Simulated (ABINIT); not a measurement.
An input for ABINIT 10.8.3 (AgCl (Fm-3m)):

```
acell 3*1.0 Angstrom
rprim 
  0.000000000000 2.798500000000 2.798500000000
  2.798500000000 0.000000000000 2.798500000000
  2.798500000000 2.798500000000 0.000000000000
ntypat 2
znucl 47 17
natom 2
typat 1 2
xred 
  0.000000000000 0.000000000000 0.000000000000
  0.500000000000 0.500000000000 0.500000000000
pp_dirpath "pseudos"
pseudos "Ag.upf, Cl.upf"
ecut 37
nspinor 2
ngkpt 4 4 4
nshiftk 1
shiftk 0 0 0
kptopt 1
chksymbreak 0
istwfk *1
occopt 1
irdwfk 1
optdriver 4
nband 194
gwcalctyp 0
ecutsigx 37
symsigma 0
nkptgw 2
kptgw 
  0.5000000000 0.0000000000 0.0000000000
  0.0000000000 0.0000000000 0.0000000000
bdgw 
  23 30
  23 32
ecuteps 5.5
irdscr 1
ppmodel 1
indata_prefix "in"
outdata_prefix "out"
tmpdata_prefix "tmp"
```

```sh
OMP_NUM_THREADS=1 mpirun -n 8 abinit run.abi > log
```

Estimate wall time and host memory on 8 MPI ranks of AMD EPYC 9R45, shared host.

It took 74 s; on shared hardware allow 37 s to 2.5 min. Peak host memory was 2.5 GiB.

[Paths, hosts, dates, memory and timing lines, banners, echoed tables and standing remarks are left out of the program output.]

[Logs are printed without paths, hosts, clocks, repeated set-up lines and the standing remarks that a program may print on its own settings, such as how far it seeks lower states.]

[Runs of the session that timed out or met a known fault of the program may be left out.]

[Hosts, paths, dates, database ids (printed as entryN), source tags and the programs' standing remarks are cut or masked in the printed files.]

[G0W0 gaps are taken among the corrected bands and points alone; a level outside them can change the order at an edge.]

[Where Ansatz stands beside ABINIT at settings called matched, ABINIT's density can come from a denser mesh and the files from another edition; pairs whose starting gaps differed by over 0.03 eV were left out, so agreement reads better than it is.]
